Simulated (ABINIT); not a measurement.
# SnO2 (Cassiterite): G0W0 with ABINIT, start to end

Aim: the G0W0 gap of SnO2 (Cassiterite) on LDA, step by step.

Program: ABINIT 10.8.3. Level of theory: LDA and many-body steps on it, plane waves. Results are calculated unless marked as measured.

**What was measured.**

- Gap 3.6 eV: experimental gap quoted from earlier work; bulk crystal (quoted in “Study on the Photocatalytic Properties of Flower-Shaped SnO2”, 2022, pmc:9565917).

Report form: the programs' logs are mostly left out.

## 1. The starting structure

The structure is tetragonal, space group P4_2/mnm (No. 136). Conventional cell: a = 4.738 Å, b = 4.738 Å, c = 3.187 Å, α = 90.00°, β = 90.00°, γ = 90.00°. Nearest to Sn lie 6 O at 2.05 to 2.06 Å. Nearest to O lie 3 Sn at 2.05 to 2.06 Å. Farther neighbours and most contacts between anions are not listed.

The cell and positions come from the Crystallography Open Database and are kept as given unless a step says otherwise.

## 2. Ground state

This step: ABINIT 10.8.3; DFT, LDA, plane waves, norm-conserving pseudopotentials.

The ground-state density comes first.

Contents of run.abi:

```
acell 3*1.0 Angstrom
rprim 
  4.738000000000 0.000000000000 0.000000000000
  0.000000000000 4.738000000000 0.000000000000
  0.000000000000 0.000000000000 3.186500000000
ntypat 2
znucl 50 8
natom 6
typat 1 1 2 2 2 2
xred 
  0.000000000000 0.000000000000 0.000000000000
  0.500000000000 0.500000000000 0.500000000000
  0.307100000000 0.307100000000 0.000000000000
  0.192900000000 0.807100000000 0.500000000000
  0.692900000000 0.692900000000 0.000000000000
  0.807100000000 0.192900000000 0.500000000000
pp_dirpath "pseudos"
pseudos "Sn.upf, O.upf"
ecut 42
ngkpt 4 4 6
nshiftk 1
shiftk 0 0 0
kptopt 1
chksymbreak 0
nband 41
occopt 1
tolvrs 1e-10
nstep 60
prtwf 0
optforces 0
optstress 0
indata_prefix "in"
outdata_prefix "out"
tmpdata_prefix "tmp"
```

Command:

```
$ OMP_NUM_THREADS=1 mpirun -n 4 abinit run.abi > log
```

Elapsed: 72 s, on 4 MPI ranks of Arm Neoverse V1, shared host; peak memory 0.41 GiB.

Numbers from this step:

| Property | Result |
| --- | --- |
| total energy | -13854.5049 eV |
| gap | 1.138 eV |
| k of the valence top | 0, 0, 0 |
| k of the conduction bottom | 0, 0, 0 |
| least direct gap | 1.138 eV |

The gap is direct, at Γ.

## 3. Bands along the symmetry lines

The cheap functional maps the bands first; the places of the edges decide which points the dearer methods must see.

Contents of run.abi:

```
acell 3*1.0 Angstrom
rprim 
  4.738000000000 0.000000000000 0.000000000000
  0.000000000000 4.738000000000 0.000000000000
  0.000000000000 0.000000000000 3.186500000000
ntypat 2
znucl 50 8
natom 6
typat 1 1 2 2 2 2
xred 
  0.000000000000 0.000000000000 0.000000000000
  0.500000000000 0.500000000000 0.500000000000
  0.307100000000 0.307100000000 0.000000000000
  0.192900000000 0.807100000000 0.500000000000
  0.692900000000 0.692900000000 0.000000000000
  0.807100000000 0.192900000000 0.500000000000
pp_dirpath "pseudos"
pseudos "Sn.upf, O.upf"
ecut 42
iscf -2
irdden 1
kptopt 0
nkpt 75
kpt 
  0.00000000 0.00000000 0.00000000
  0.00000000 0.06250000 0.00000000
  0.00000000 0.12500000 0.00000000
  0.00000000 0.18750000 0.00000000
  0.00000000 0.25000000 0.00000000
  0.00000000 0.31250000 0.00000000
  0.00000000 0.37500000 0.00000000
  0.00000000 0.43750000 0.00000000
  0.00000000 0.50000000 0.00000000
  0.06250000 0.50000000 0.00000000
  0.12500000 0.50000000 0.00000000
  0.18750000 0.50000000 0.00000000
  0.25000000 0.50000000 0.00000000
  0.31250000 0.50000000 0.00000000
  0.37500000 0.50000000 0.00000000
  0.43750000 0.50000000 0.00000000
  0.50000000 0.50000000 0.00000000
  0.43750000 0.43750000 0.00000000
  0.37500000 0.37500000 0.00000000
  0.31250000 0.31250000 0.00000000
  0.25000000 0.25000000 0.00000000
  0.18750000 0.18750000 0.00000000
  0.12500000 0.12500000 0.00000000
  0.06250000 0.06250000 0.00000000
  0.00000000 0.00000000 0.00000000
  0.00000000 0.00000000 0.06250000
  0.00000000 0.00000000 0.12500000
  0.00000000 0.00000000 0.18750000
  0.00000000 0.00000000 0.25000000
  0.00000000 0.00000000 0.31250000
  0.00000000 0.00000000 0.37500000
  0.00000000 0.00000000 0.43750000
  0.00000000 0.00000000 0.50000000
  0.00000000 0.06250000 0.50000000
  0.00000000 0.12500000 0.50000000
  0.00000000 0.18750000 0.50000000
  0.00000000 0.25000000 0.50000000
  0.00000000 0.31250000 0.50000000
  0.00000000 0.37500000 0.50000000
  0.00000000 0.43750000 0.50000000
  0.00000000 0.50000000 0.50000000
  0.06250000 0.50000000 0.50000000
  0.12500000 0.50000000 0.50000000
  0.18750000 0.50000000 0.50000000
  0.25000000 0.50000000 0.50000000
  0.31250000 0.50000000 0.50000000
  0.37500000 0.50000000 0.50000000
  0.43750000 0.50000000 0.50000000
  0.50000000 0.50000000 0.50000000
  0.43750000 0.43750000 0.50000000
  0.37500000 0.37500000 0.50000000
  0.31250000 0.31250000 0.50000000
  0.25000000 0.25000000 0.50000000
  0.18750000 0.18750000 0.50000000
  0.12500000 0.12500000 0.50000000
  0.06250000 0.06250000 0.50000000
  0.00000000 0.00000000 0.50000000
  0.00000000 0.50000000 0.00000000
  0.00000000 0.50000000 0.06250000
  0.00000000 0.50000000 0.12500000
  0.00000000 0.50000000 0.18750000
  0.00000000 0.50000000 0.25000000
  0.00000000 0.50000000 0.31250000
  0.00000000 0.50000000 0.37500000
  0.00000000 0.50000000 0.43750000
  0.00000000 0.50000000 0.50000000
  0.50000000 0.50000000 0.00000000
  0.50000000 0.50000000 0.06250000
  0.50000000 0.50000000 0.12500000
  0.50000000 0.50000000 0.18750000
  0.50000000 0.50000000 0.25000000
  0.50000000 0.50000000 0.31250000
  0.50000000 0.50000000 0.37500000
  0.50000000 0.50000000 0.43750000
  0.50000000 0.50000000 0.50000000
istwfk *1
nband 46
nbdbuf 7
tolwfr 1e-07
nstep 50
prtwf 0
prtvol 0
indata_prefix "in"
outdata_prefix "out"
tmpdata_prefix "tmp"
```

The job ended after 87 s (4 MPI ranks; peak memory 0.6 GiB; 5.8 min of CPU time).

This step gave:

| Quantity | Value |
| --- | --- |
| gap | 1.138 eV |
| k of the valence top | 0, 0, 0 |
| k of the conduction bottom | 0, 0, 0 |
| least direct gap | 1.138 eV |

The gap is 1.138 eV, as in the run before at this level.

The electronic bands at the labelled points (eV, zero at the top of the highest filled band):

```
    point  band 31  band 32  band 33  band 34  band 35  band 36  band 37  band 38
        Γ    -1.28    -0.79    -0.79     0.00     1.14     5.88     6.13     6.13
  halfway    -1.26    -1.24    -0.75    -0.29     2.43     5.48     6.38     6.54
        X    -1.23    -1.23    -0.65    -0.65     4.27     4.27     6.85     6.85
  halfway    -1.29    -1.29    -0.78    -0.78     4.45     4.45     7.09     7.09
        M    -1.36    -1.36    -0.91    -0.91     4.63     4.63     7.31     7.31
  halfway    -1.32    -1.23    -0.84    -0.49     3.19     5.21     6.72     6.86
        Γ    -1.28    -0.79    -0.79     0.00     1.14     5.88     6.13     6.13
  halfway    -2.58    -0.86    -0.86    -0.51     3.69     6.69     8.21     8.21
        Z    -1.69    -1.69    -1.28    -1.28     6.00     6.00     9.53     9.53
  halfway    -1.45    -1.45    -1.15    -1.15     6.10     6.10     8.61     8.61
        R    -1.11    -1.11    -0.74    -0.74     6.26     6.26     7.87     7.87
  halfway    -1.05    -1.05    -0.99    -0.99     5.30     5.30     8.48     8.48
        A    -0.99    -0.99    -0.84    -0.84     4.70     4.70     8.63     8.63
  halfway    -1.30    -1.27    -1.05    -1.04     5.48     6.00     7.82     9.67
        Z    -1.69    -1.69    -1.28    -1.28     6.00     6.00     9.53     9.53
jump to X    -1.23    -1.23    -0.65    -0.65     4.27     4.27     6.85     6.85
  halfway    -1.33    -1.33    -0.84    -0.84     5.39     5.39     8.53     8.53
        R    -1.11    -1.11    -0.74    -0.74     6.26     6.26     7.87     7.87
jump to M    -1.36    -1.36    -0.91    -0.91     4.63     4.63     7.31     7.31
  halfway    -0.89    -0.89    -0.87    -0.87     4.96     4.96     8.59     8.59
        A    -0.99    -0.99    -0.84    -0.84     4.70     4.70     8.63     8.63
```

## 4. Empty states on the mesh, 2×2×4 mesh, 159 bands

The sums over transitions need many empty states on a uniform mesh; this step solves for them.

Contents of run.abi:

```
acell 3*1.0 Angstrom
rprim 
  4.738000000000 0.000000000000 0.000000000000
  0.000000000000 4.738000000000 0.000000000000
  0.000000000000 0.000000000000 3.186500000000
ntypat 2
znucl 50 8
natom 6
typat 1 1 2 2 2 2
xred 
  0.000000000000 0.000000000000 0.000000000000
  0.500000000000 0.500000000000 0.500000000000
  0.307100000000 0.307100000000 0.000000000000
  0.192900000000 0.807100000000 0.500000000000
  0.692900000000 0.692900000000 0.000000000000
  0.807100000000 0.192900000000 0.500000000000
pp_dirpath "pseudos"
pseudos "Sn.upf, O.upf"
ecut 42
ngkpt 2 2 4
nshiftk 1
shiftk 0 0 0
kptopt 1
chksymbreak 0
iscf -2
irdden 1
istwfk *1
nband 159
nbdbuf 14
tolwfr 1e-09
nstep 60
prtvol 0
indata_prefix "in"
outdata_prefix "out"
tmpdata_prefix "tmp"
```

The job ended after 1.7 min (4 MPI ranks; peak memory 0.43 GiB; 7 min of CPU time).

Numbers from this step:

* gap: 1.138 eV
* k of the valence top: 0, 0, 0
* k of the conduction bottom: 0, 0, 0
* least direct gap: 1.138 eV
* k points computed: 9
* lowest point of the top converged band, above the valence top: 68.9319 eV

On this mesh the gap is 1.138 eV.

## 5. Screening, 2×2×4 mesh, 145 bands, screening to 106.1 eV

The RPA dielectric matrix is built and inverted for each q.

This step: RPA screening on LDA, plane waves, norm-conserving pseudopotentials.

run.abi: that of step 4 with these lines changed.

```diff
@@ -24,10 +24,11 @@
 chksymbreak 0
-iscf -2
-irdden 1
 istwfk *1
-nband 159
-nbdbuf 14
-tolwfr 1e-09
-nstep 60
-prtvol 0
+occopt 1
+irdwfk 1
+optdriver 3
+nband 145
+ecuteps 3.9
+inclvkb 2
+awtr 1
+symchi 1
 indata_prefix "in"
```

The job ended after 87 s (4 MPI ranks; peak memory 1.7 GiB; 5.8 min of CPU time).

This step gave:

```yaml
eps_infinity_with_local_fields_on_this_mesh_along_the_program_s_q_direction: 5.427
the_same_without_local_fields: 5.657
plasma_frequency: 36.20 eV
plane_waves_in_the_screening_matrix: 177
```

Local fields lower ε∞ by 4 %. On a Γ-centred mesh this coarse the value itself is usually too large, while a short band sum pulls it down.

## 6. Self-energy, 2×2×4 mesh, 145 bands, screening to 106.1 eV

The self-energy is evaluated for the states that the input lists, and the levels follow from it, in one-shot runs by the linearised quasiparticle equation.

This step: G0W0 on LDA, plane waves, norm-conserving pseudopotentials.

run.abi: that of step 5 with these lines changed.

```diff
@@ -27,8 +27,31 @@
 irdwfk 1
-optdriver 3
+optdriver 4
 nband 145
+gwcalctyp 0
+ecutsigx 42
+symsigma 1
+nkptgw 9
+kptgw 
+  0.0000000000 0.0000000000 0.0000000000
+  0.5000000000 0.0000000000 0.0000000000
+  0.5000000000 0.5000000000 0.0000000000
+  0.0000000000 0.0000000000 0.2500000000
+  0.5000000000 0.0000000000 0.2500000000
+  0.5000000000 0.5000000000 0.2500000000
+  0.0000000000 0.0000000000 0.5000000000
+  0.5000000000 0.0000000000 0.5000000000
+  0.5000000000 0.5000000000 0.5000000000
+bdgw 
+  23 38
+  23 38
+  23 38
+  23 38
+  23 38
+  23 38
+  23 38
+  23 38
+  23 38
 ecuteps 3.9
-inclvkb 2
-awtr 1
-symchi 1
+irdscr 1
+ppmodel 1
 indata_prefix "in"
```

The job ended after 2.1 min (4 MPI ranks; peak memory 2 GiB).

Numbers from this step:

```yaml
g0w0_gap_on_the_mesh: 2.896 eV
starting_gap_on_the_mesh: 1.138 eV
k_of_the_valence_top: 0, 0, 0
k_of_the_conduction_bottom: 0, 0, 0
z_at_the_valence_top: 0.793
z_at_the_conduction_bottom: 0.843
least_direct_g0w0_gap_on_the_computed_points: 2.896 eV
```

The gap on the mesh goes from 1.14 eV to 2.90 eV, a correction of +1.76 eV.

Limits: finite bands, cutoff and mesh; no spin-orbit coupling; coarse k mesh. v1 is the top filled band, c1 the lowest empty one. The levels before and after the correction (eV, zero at the valence-band top of each column):

```
           conduction bottom  valence top
Kohn-Sham               1.14         0.00
     G0W0               2.90         0.00
```

```
             level  energy (eV)
Kohn-Sham     Γ v4       -1.278
Kohn-Sham  Γ v3-v2       -0.788
Kohn-Sham     Γ v1        0.000
Kohn-Sham     Γ c1        1.138
Kohn-Sham     Γ c2        5.884
Kohn-Sham  Γ c3-c4        6.129
     G0W0     Γ v4       -1.130
     G0W0  Γ v3-v2       -0.749
     G0W0     Γ v1        0.000
     G0W0     Γ c1        2.896
     G0W0     Γ c2        8.146
     G0W0  Γ c3-c4        7.910
```

## 7. Where the time went

Times are wall times on 4 MPI ranks of Arm Neoverse V1, shared host, good to a factor of about two.

```
                          step     time  share  memory (GiB)
                  ground state     72 s   15 %          0.41
bands along the symmetry lines     87 s   18 %           0.6
      empty states on the mesh  1.7 min   22 %          0.43
                     screening     87 s   18 %           1.7
                   self-energy  2.1 min   26 %           2.0
```

## 8. Outcome

| Property | Result |
| --- | --- |
| LDA gap | 1.14 eV, direct |
| G0W0 gap on the mesh | 2.90 eV |
| GW settings | 2×2×4 mesh, 145 bands, screening to 106.1 eV, Godby-Needs plasmon pole |
| known limits | not at the basis limit; no spin-orbit coupling; coarse k mesh |

G0W0 moves the gap on the mesh from 1.14 eV to 2.90 eV (+1.76 eV), with Z of 0.79 and 0.84 at the edges. Local fields lower the RPA ε∞ on this mesh from 5.66 to 5.43; a Γ-centred mesh this coarse tends to raise both, most where the direct gap is narrow, while a short band sum lowers them. Against experiment, by G0W0@LDA: the gap of 2.90 eV lies −0.70 eV from the measured 3.6 eV (kind not stated, quoted 2022). The calculation has static nuclei and no excitons; a measured gap holds zero-point and thermal motion, which mostly lowers it. Against the values above the computed gap that would widen the miss. An edge that is forbidden or weak in absorption could explain it, and so could too strong a screening: the start's gap is only 1.14 eV, the mesh is coarse, and one shot does not repair that. Bands and cutoff are finite, so the gap is not at the basis limit. The miss can reach some tenths of an eV and take either sign; the mesh is an error of its own. The 2×2×4 mesh is coarse for this cell, which bears on the long-range parts of exchange and screening. The many-body steps are scalar-relativistic: spin-orbit coupling is not in them.

[Paths, hosts, dates, memory and timing lines, banners, echoed tables and standing remarks are left out of the program output.]

[Logs are printed without paths, hosts, clocks, repeated set-up lines and the standing remarks that a program may print on its own settings, such as how far it seeks lower states.]

[Runs of the session that timed out or met a known fault of the program may be left out.]

[Hosts, paths, dates, database ids (printed as entryN), source tags and the programs' standing remarks are cut or masked in the printed files.]

[G0W0 gaps are taken among the corrected bands and points alone; a level outside them can change the order at an edge.]

[Where Ansatz stands beside ABINIT at settings called matched, ABINIT's density can come from a denser mesh and the files from another edition; pairs whose starting gaps differed by over 0.03 eV were left out, so agreement reads better than it is.]
